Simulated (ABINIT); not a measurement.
# WS2 (Tungstenite): G0W0 with ABINIT, start to end

Aim: the G0W0 gap of WS2 (Tungstenite) on PBE with spin-orbit coupling, step by step.

Program: ABINIT 10.8.3. Level of theory: PBE and many-body steps on it, plane waves. Results are calculated unless marked as measured.

## (1) Starting point

The structure is hexagonal, space group P6_3/mmc (No. 194). The conventional cell has a = 3.153 Å, b = 3.153 Å, c = 12.323 Å, α = 90.00°, β = 90.00°, γ = 120.00°. Nearest to W lie 6 S at 2.40 Å. Nearest to S lie 3 W at 2.40 Å. Farther neighbours and most contacts between anions are not listed.

The cell and positions come from the Crystallography Open Database and are kept as given unless a step says otherwise.

## (2) Ground state

This step: ABINIT 10.8.3; DFT, PBE with spin-orbit coupling, plane waves, norm-conserving pseudopotentials.

The ground-state density comes first.

File run.abi:

```
acell 3*1.0 Angstrom
rprim 
  3.153199999992 0.000000000002 0.000000000000
  -1.576599999998 2.730751303206 0.000000000000
  0.000000000000 0.000000000000 12.323000000000
ntypat 2
znucl 74 16
natom 6
typat 1 1 2 2 2 2
xred 
  0.333333333333 0.666666666667 0.250000000000
  0.666666666667 0.333333333333 0.750000000000
  0.333333333333 0.666666666667 0.622500000000
  0.666666666667 0.333333333333 0.122500000000
  0.333333333333 0.666666666667 0.877500000000
  0.666666666667 0.333333333333 0.377500000000
pp_dirpath "pseudos"
pseudos "W.upf, S.upf"
ecut 31
nspinor 2
ngkpt 6 6 2
nshiftk 1
shiftk 0 0 0
kptopt 1
chksymbreak 0
nband 66
occopt 1
tolvrs 1e-10
nstep 60
prtwf 0
optforces 0
optstress 0
indata_prefix "in"
outdata_prefix "out"
tmpdata_prefix "tmp"
```

The run is started by

```sh
$ OMP_NUM_THREADS=1 mpirun -n 4 abinit run.abi > log
```

Numbers of over 12 decimals in the logs are rounded to 6 here.

What it wrote:

```text
.Version 10.8.3 of ABINIT. v10.8.2 released Aug 2026.

 Symmetries : space group P6_3/m m c (#194); Bravais hP (primitive hexag.)
================================================================================
 Values of the parameters that define the memory need of the present run
     intxc =       0    ionmov =       0      iscf =       7    lmnmax =      25
     lnmax =      25     mgfft =     120  mpssoang =       7    mqgrid =    5837
     natom =       6  nloc_mem =       1    nspden =       1   nspinor =       2
    nsppol =       1      nsym =      24    n1xccc =    2501    ntypat =       2
    occopt =       1   xclevel =       2
-    mband =          66        mffmem =           1         mkmem =           4
       mpw =        5986          nfft =      108000          nkpt =          14
================================================================================
  Rough estimation (10% accuracy) of disk space for files :
================================================================================

--------------------------------------------------------------------------------
------------- Echo of variables that govern the present computation ------------
--------------------------------------------------------------------------------
 -outvars: echo values of preprocessed input variables --------
            acell      1.8897261259E+00  1.8897261259E+00  1.8897261259E+00 Bohr

      chksymbreak           0
             ecut      3.10000000E+01 Hartree
-          fftalg         312

              ixc     -101130
              kpt      0.00000000E+00  0.00000000E+00  0.00000000E+00
                       1.66666667E-01  0.00000000E+00  0.00000000E+00
                       3.33333333E-01  0.00000000E+00  0.00000000E+00
                       5.00000000E-01  0.00000000E+00  0.00000000E+00
                       1.66666667E-01  1.66666667E-01  0.00000000E+00
                       3.33333333E-01  1.66666667E-01  0.00000000E+00
                       3.33333333E-01  3.33333333E-01  0.00000000E+00
                       0.00000000E+00  0.00000000E+00  5.00000000E-01
                       1.66666667E-01  0.00000000E+00  5.00000000E-01
                       3.33333333E-01  0.00000000E+00  5.00000000E-01
                       5.00000000E-01  0.00000000E+00  5.00000000E-01
[...]
kptrlatt        6    0    0      0    6    0      0    0    2
          kptrlen      3.57521065E+01
P           mkmem           4
            natom           6
            nband          66
            ngfft          30      30     120
             nkpt          14
          nspinor           2
            nstep          60
             nsym          24
           ntypat           2
              occ      1.000000  1.000000  1.000000  1.000000  1.000000  1.000000
                       1.000000  1.000000  1.000000  1.000000  1.000000  1.000000
                       1.000000  1.000000  1.000000  1.000000  1.000000  1.000000
                       1.000000  1.000000  1.000000  1.000000  1.000000  1.000000
                       1.000000  1.000000  1.000000  1.000000  1.000000  1.000000
                       1.000000  1.000000  1.000000  1.000000  1.000000  1.000000
                       1.000000  1.000000  1.000000  1.000000  1.000000  1.000000
                       1.000000  1.000000  1.000000  1.000000  1.000000  1.000000
                       1.000000  1.000000  1.000000  1.000000  0.000000  0.000000
                       0.000000  0.000000  0.000000  0.000000  0.000000  0.000000
                       0.000000  0.000000  0.000000  0.000000  0.000000  0.000000
        optforces           0
        optstress           0
            prtwf           0
            rprim      3.1532000000E+00  2.0000000000E-12  0.0000000000E+00
[...]
spgroup         194

           tolvrs      1.00000000E-10

             xred      3.3333333333E-01  6.6666666667E-01  2.5000000000E-01
[...]
znucl       74.00000   16.00000

================================================================================

 chkinp: Checking input parameters for consistency.

================================================================================
== DATASET  1 ==================================================================
-   mpi_nproc: 4, omp_nthreads: 1 (-1 if OMP is not activated)

--- !DatasetInfo
iteration_state: {dtset: 1, }
dimensions: {natom: 6, nkpt: 14, mband: 66, nsppol: 1, nspinor: 2, nspden: 1, mpw: 5986, }
cutoff_energies: {ecut:  31.0, pawecutdg:  -1.0, }
electrons: {nelect:   5.20000000E+01, charge:   0.00000000E+00, occopt:   1.00000000E+00, tsmear:   1.00000000E-02, }

 Real(R)+Recip(G) space primitive vectors, cartesian coordinates (Bohr,Bohr^-1):
 R(1)=  5.9586844  0.0000000  0.0000000  G(1)=  0.1678223  0.0968922  0.0000000
 R(2)= -2.9793422  5.1603721  0.0000000  G(2)=  0.0000000  0.1937845  0.0000000
 R(3)=  0.0000000  0.0000000 23.2870950  G(3)=  0.0000000  0.0000000  0.0429422
 Unit cell volume ucvol=  7.1605555E+02 bohr^3
 Angles (23,13,12)=  9.00000000E+01  9.00000000E+01  1.20000000E+02 degrees

 getcut: wavevector=  0.0000  0.0000  0.0000  ngfft=  30  30 120
         ecut(hartree)=     31.000   => boxcut(ratio)=   2.01023

--- Pseudopotential description ------------------------------------------------
[...]
12 -101130 2 -1 1146                          pspcod,pspxc,lmax,lloc,mmax
     nproj     2     3     2     0
     spin-orbit psp
        nprojso     3     3     0
  pspatm : epsatm=    9.02154350
         --- l  ekb(1:nproj) -->
[...]
1    3.228904    0.888476    0.000329
[...]
spin-orbit 1    0.096764   -0.027776    0.009511
  spin-orbit 2    0.001615    0.000361   -0.000189
 pspatm: atomic psp has been read  and splines computed

   3.09169235E+03                                ecore*ucvol(ha*bohr**3)
--------------------------------------------------------------------------------

_setup2: Arith. and geom. avg. npw (full set) are    5903.792    5903.746

================================================================================

--- !BeginCycle
iteration_state: {dtset: 1, }
solver: {iscf: 7, nstep: 60, nline: 4, wfoptalg: 0, }
tolerances: {tolvrs: 1.00E-10, }

     iter   Etot(hartree)      deltaE(h)  residm     vres2
 ETOT  1  -196.14597342996    -1.961E+02 8.129E-02 1.562E+02
 ETOT  2  -196.19103540771    -4.506E-02 2.704E-02 1.075E+03
 ETOT  3  -196.31855482696    -1.275E-01 7.705E-03 5.876E+00
 ETOT  4  -196.31918340038    -6.286E-04 9.863E-03 2.590E+00
 ETOT  5  -196.31934402284    -1.606E-04 2.817E-03 2.165E-02
 ETOT  6  -196.31934721701    -3.194E-06 2.848E-03 6.633E-03
 ETOT  7  -196.31934765824    -4.412E-07 2.629E-03 4.609E-05
 ETOT  8  -196.31934766358    -5.339E-09 9.900E-04 1.033E-06
 ETOT  9  -196.31934766376    -1.760E-10 2.286E-03 1.359E-07
 ETOT 10  -196.31934766379    -2.635E-11 6.864E-04 3.781E-09
 ETOT 11  -196.31934766377     1.270E-11 1.611E-03 2.409E-10
 ETOT 12  -196.31934766377     2.842E-13 7.180E-04 3.233E-13

 At SCF step   12       vres2   =  3.23E-13 < tolvrs=  1.00E-10 =>converged.

--- !ResultsGS
iteration_state: {dtset: 1, }
comment   : Summary of ground state results
lattice_vectors:
- [  5.9586844,   0.0000000,   0.0000000, ]
- [ -2.9793422,   5.1603721,   0.0000000, ]
- [  0.0000000,   0.0000000,  23.2870950, ]
lattice_lengths: [   5.95868,    5.95868,   23.28710, ]
lattice_angles: [ 90.000,  90.000, 120.000, ] # degrees, (23, 13, 12)
lattice_volume:   7.1605555E+02
convergence: {deltae:  2.842E-13, res2:  3.233E-13, residm:  7.180E-04, diffor:  0.000E+00, }
etotal    :  -1.96319348E+02
entropy   :   0.00000000E+00
fermie    :   3.50353833E-01
cartesian_stress_tensor: null
pressure_GPa: null
xred      :
- [  3.3333E-01,   6.6667E-01,   2.5000E-01,  W]
- [  6.6667E-01,   3.3333E-01,   7.5000E-01,  W]
- [  3.3333E-01,   6.6667E-01,   6.2250E-01,  S]
- [  6.6667E-01,   3.3333E-01,   1.2250E-01,  S]
- [  3.3333E-01,   6.6667E-01,   8.7750E-01,  S]
- [  6.6667E-01,   3.3333E-01,   3.7750E-01,  S]
cartesian_forces: null
force_length_stats: {min: null, max: null, mean: null, }

 Integrated electronic density in atomic spheres:
 ------------------------------------------------
 Atom  Sphere_radius  Integrated_density
[...]
================================================================================

 ----iterations are completed or convergence reached----

 Mean square residual over all n,k,spin=   40.171E-07; max=  71.804E-05
 reduced coordinates (array xred) for    6 atoms
[...]
0.666666666667      0.333333333333      0.750000000000
       0.333333333333      0.666666666667      0.622500000000
       0.666666666667      0.333333333333      0.122500000000
       0.333333333333      0.666666666667      0.877500000000
       0.666666666667      0.333333333333      0.377500000000
 rms dE/dt=  0.0000E+00; max dE/dt=  0.0000E+00; dE/dt below (all hartree)
    1       0.000000000000      0.000000000000      0.000000000000
    2       0.000000000000      0.000000000000      0.000000000000
    3       0.000000000000      0.000000000000      0.000000000000
    4       0.000000000000      0.000000000000      0.000000000000
    5       0.000000000000      0.000000000000      0.000000000000
    6       0.000000000000      0.000000000000      0.000000000000

 cartesian coordinates (angstrom) at end:
    1     -1.33e-12     1.820501     3.080750
    2      1.576600     0.910250     9.242250
    3     -1.33e-12     1.820501     7.671068
    4      1.576600     0.910250     1.509567
    5     -1.33e-12     1.820501    10.813432
    6      1.576600     0.910250     4.651933
 length scales=  1.889726125908  1.889726125908  1.889726125908 bohr
              =  1.000000000000  1.000000000000  1.000000000000 angstroms
 prteigrs : about to open file out_EIG
 Fermi (or HOMO) energy (hartree) =   0.35035   Average Vxc (hartree)=  -0.41089
 Eigenvalues (hartree) for nkpt=  14  k points:
 kpt#   1, nband= 66, wtk=  0.01389, kpt=  0.0000  0.0000  0.0000 (reduced coord)
  -2.38429   -2.38429   -2.38429   -2.38429   -1.33256   -1.33256   -1.33256   -1.33256
  -0.97596   -0.97596   -0.97595   -0.97595   -0.96952   -0.96952   -0.96952   -0.96952
  -0.22512   -0.22512   -0.21660   -0.21660   -0.16837   -0.16837   -0.15225   -0.15225
   0.06865    0.06865    0.10732    0.10732    0.20749    0.20749    0.21651    0.21651
   0.21697    0.21697    0.22692    0.22692    0.22707    0.22707    0.26274    0.26274
   0.26541    0.26541    0.27117    0.27117    0.27322    0.27322    0.29358    0.29358
   0.30626    0.30626    0.35035    0.35035    0.43073    0.43074    0.43163    0.43166
   0.43234    0.43239    0.43480    0.43518    0.43963    0.43999    0.44252    0.44429
   0.44567    0.44644
 prteigrs : prtvol=0 or 1, do not print more k-points.

--- !EnergyTerms
iteration_state     : {dtset: 1, }
comment             : Components of total free energy in Hartree
kinetic             :  5.64769567632883E+01
hartree             :  5.12362381156079E+01
xc                  : -4.60517972261836E+01
Ewald energy        : -1.20345391836037E+02
psp_core            :  4.31767106438601E+00
local_psp           : -1.73038815878382E+02
non_local_psp       :  3.10857913335473E+01
total_energy        : -1.96319347663773E+02
total_energy_eV     : -5.34212159683795E+03
band_energy         : -1.81397538262969E+01

== END DATASET(S) ==============================================================
================================================================================

 -outvars: echo values of variables after computation  --------
           etotal     -1.9631934766E+02
            nband          66
             nkpt          14
          spgroup         194
 [... the other variables as echoed above ...]

 Calculation completed.
```

Run time: 4.6 min. Hardware: 4 MPI ranks of Arm Neoverse V2, shared host; peak memory 0.55 GiB; 18 min of CPU time.

This step gave:

```
total energy               : -5342.1216 eV
gap                        : 0.9353 eV
k of the valence top       : 0, 0, 0
k of the conduction bottom : 0.1667, 0.1667, 0
least direct gap           : 1.649 eV
```

The gap is indirect, with the least direct gap 0.71 eV higher.

## (3) Empty states on the mesh, 3×3×1 mesh, 578 bands

The sums over transitions need many empty states on a uniform mesh; this step solves for them.

run.abi: that of step 2 with these lines changed.

```diff
@@ -20,3 +20,3 @@
 nspinor 2
-ngkpt 6 6 2
+ngkpt 3 3 1
 nshiftk 1
@@ -25,9 +25,10 @@
 chksymbreak 0
-nband 66
-occopt 1
-tolvrs 1e-10
+iscf -2
+irdden 1
+istwfk *1
+nband 578
+nbdbuf 52
+tolwfr 1e-09
 nstep 60
-prtwf 0
-optforces 0
-optstress 0
+prtvol 0
 indata_prefix "in"
```

The run is started by

```sh
$ OMP_NUM_THREADS=1 mpirun -n 3 abinit run.abi > log
```

What it wrote:

```text
.Version 10.8.3 of ABINIT. v10.8.2 released Aug 2026.

 Symmetries : space group P6_3/m m c (#194); Bravais hP (primitive hexag.)
[... echo of the input left out ...]
== DATASET  1 ==================================================================
-   mpi_nproc: 3, omp_nthreads: 1 (-1 if OMP is not activated)

--- !DatasetInfo
iteration_state: {dtset: 1, }
dimensions: {natom: 6, nkpt: 3, mband: 578, nsppol: 1, nspinor: 2, nspden: 1, mpw: 5917, }
cutoff_energies: {ecut:  31.0, pawecutdg:  -1.0, }
electrons: {nelect:   5.20000000E+01, charge:   0.00000000E+00, occopt:   1.00000000E+00, tsmear:   1.00000000E-02, }

 Real(R)+Recip(G) space primitive vectors, cartesian coordinates (Bohr,Bohr^-1):
 R(1)=  5.9586844  0.0000000  0.0000000  G(1)=  0.1678223  0.0968922  0.0000000
 R(2)= -2.9793422  5.1603721  0.0000000  G(2)=  0.0000000  0.1937845  0.0000000
 R(3)=  0.0000000  0.0000000 23.2870950  G(3)=  0.0000000  0.0000000  0.0429422
 Unit cell volume ucvol=  7.1605555E+02 bohr^3
 Angles (23,13,12)=  9.00000000E+01  9.00000000E+01  1.20000000E+02 degrees

 getcut: wavevector=  0.0000  0.0000  0.0000  ngfft=  30  30 120
         ecut(hartree)=     31.000   => boxcut(ratio)=   2.01023

--- Pseudopotential description ------------------------------------------------
- W Generated using ONCVPSP code by D. R. Hamann
- 74.00000  14.00000  180416                  znucl, zion, pspdat
12 -101130 3 -1 1396                          pspcod,pspxc,lmax,lloc,mmax
     nproj     2     4     3     4
     spin-orbit psp
        nprojso     4     4     4
  pspatm : epsatm=   11.68472403
         --- l  ekb(1:nproj) -->
             0    1.841239   13.002951
             1    8.989828    1.410628    0.003697    0.000473
             2    4.465715    0.513051    0.002186
             3   51.939043    0.891205    0.007244    0.001949
  spin-orbit 1    0.931175   -0.397074    0.045096   -0.005317
  spin-orbit 2   -0.101391    0.093029    0.015072   -0.000042
  spin-orbit 3    7.288450   -0.052198    0.027487   -0.006945
 pspatm: atomic psp has been read  and splines computed

- S Generated using ONCVPSP code by D. R. Hamann
- 16.00000   6.00000  180416                  znucl, zion, pspdat
12 -101130 2 -1 1146                          pspcod,pspxc,lmax,lloc,mmax
     nproj     2     3     2     0
     spin-orbit psp
        nprojso     3     3     0
  pspatm : epsatm=    9.02154350
         --- l  ekb(1:nproj) -->
             0    0.574336    6.763597
             1    3.228904    0.888476    0.000329
             2   -3.547470   -0.986489
  spin-orbit 1    0.096764   -0.027776    0.009511
  spin-orbit 2    0.001615    0.000361   -0.000189
 pspatm: atomic psp has been read  and splines computed

--------------------------------------------------------------------------------

================================================================================
 prteigrs : about to open file out_EIG
[...]
3.03E-10  3.32E-10  3.86E-10  4.41E-10  2.15E-10  2.60E-10  1.99E-10  2.93E-10
  6.24E-10  7.77E-10  1.13E-10  7.43E-10  1.48E-10  5.24E-10  1.63E-10  5.72E-10
  6.33E-11  2.17E-10  1.91E-10  7.24E-10  7.67E-10  9.79E-10  7.83E-11  7.50E-10
[...]
3.65E-04  1.32E-03
 -2.3843E+00 -2.3843E+00 -2.3843E+00 -2.3843E+00 -1.3326E+00 -1.3326E+00
 -1.3326E+00 -1.3326E+00 -9.7596E-01 -9.7596E-01 -9.7595E-01 -9.7595E-01
 -9.6952E-01 -9.6952E-01 -9.6952E-01 -9.6952E-01 -2.2512E-01 -2.2512E-01
[...]
3.6662E+00  3.6662E+00  3.6736E+00  3.6736E+00  3.6855E+00  3.6856E+00
  3.6859E+00  3.6860E+00  3.7264E+00  3.7284E+00  3.7662E+00  3.7691E+00
  3.7765E+00  3.7789E+00
 prteigrs : prtvol=0 or 1, do not print more k-points.

--- !ResultsGS
iteration_state: {dtset: 1, }
comment   : Summary of ground state results
lattice_vectors:
- [  5.9586844,   0.0000000,   0.0000000, ]
- [ -2.9793422,   5.1603721,   0.0000000, ]
- [  0.0000000,   0.0000000,  23.2870950, ]
lattice_lengths: [   5.95868,    5.95868,   23.28710, ]
lattice_angles: [ 90.000,  90.000, 120.000, ] # degrees, (23, 13, 12)
lattice_volume:   7.1605555E+02
convergence: {deltae:  0.000E+00, res2:  0.000E+00, residm:  9.941E-10, diffor:  0.000E+00, }
etotal    :  -1.96319348E+02
entropy   :   0.00000000E+00
fermie    :   3.50353833E-01
cartesian_stress_tensor: null
pressure_GPa: null
xred      :
- [  3.3333E-01,   6.6667E-01,   2.5000E-01,  W]
- [  6.6667E-01,   3.3333E-01,   7.5000E-01,  W]
- [  3.3333E-01,   6.6667E-01,   6.2250E-01,  S]
- [  6.6667E-01,   3.3333E-01,   1.2250E-01,  S]
- [  3.3333E-01,   6.6667E-01,   8.7750E-01,  S]
- [  6.6667E-01,   3.3333E-01,   3.7750E-01,  S]
cartesian_forces: null
force_length_stats: {min: null, max: null, mean: null, }

 Integrated electronic density in atomic spheres:
 ------------------------------------------------
 Atom  Sphere_radius  Integrated_density
[...]
================================================================================

 ----iterations are completed or convergence reached----

 Mean square residual over all n,k,spin=   47.587E-11; max=  99.408E-11
 reduced coordinates (array xred) for    6 atoms
[...]
0.333333333333      0.666666666667      0.877500000000
       0.666666666667      0.333333333333      0.377500000000

 cartesian coordinates (angstrom) at end:
    1     -1.33e-12     1.820501     3.080750
[...]
5     -1.33e-12     1.820501    10.813432
    6      1.576600     0.910250     4.651933
 length scales=  1.889726125908  1.889726125908  1.889726125908 bohr
              =  1.000000000000  1.000000000000  1.000000000000 angstroms
 prteigrs : about to open file out_EIG
 Eigenvalues (hartree) for nkpt=   3  k points:
 kpt#   1, nband=578, wtk=  0.11111, kpt=  0.0000  0.0000  0.0000 (reduced coord)
[...]
3.66164    3.66165    3.66483    3.66483    3.66618    3.66621    3.67364    3.67365
   3.68555    3.68556    3.68592    3.68598    3.72637    3.72842    3.76619    3.76912
   3.77649    3.77889
 prteigrs : prtvol=0 or 1, do not print more k-points.

== END DATASET(S) ==============================================================
================================================================================

 -outvars: echo values of variables after computation  --------
            nband         578
             nkpt           3
          spgroup         194
 [... the other variables as echoed above ...]

 Calculation completed.
```

Run time: 14 min. Hardware: 3 MPI ranks; peak memory 0.77 GiB.

This step gave:

```
gap                                                           : 1.233 eV
k of the valence top                                          : 0, 0, 0
k of the conduction bottom                                    : 0.3333, 0.3333, 0
least direct gap                                              : 1.649 eV
k points computed                                             : 3
lowest point of the top converged band, above the valence top : 85.5129 eV
```

On this mesh the gap is 1.233 eV. The earlier step found 0.935 eV, so this mesh misses an edge.

(Continued in part 2 of 2.)

[Paths, hosts, dates, memory and timing lines, banners, echoed tables and standing remarks are left out of the program output.]

[Logs are printed without paths, hosts, clocks, repeated set-up lines and the standing remarks that a program may print on its own settings, such as how far it seeks lower states.]

[Runs of the session that timed out or met a known fault of the program may be left out.]

[Hosts, paths, dates, database ids (printed as entryN), source tags and the programs' standing remarks are cut or masked in the printed files.]

[G0W0 gaps are taken among the corrected bands and points alone; a level outside them can change the order at an edge.]

[Where Ansatz stands beside ABINIT at settings called matched, ABINIT's density can come from a denser mesh and the files from another edition; pairs whose starting gaps differed by over 0.03 eV were left out, so agreement reads better than it is.]
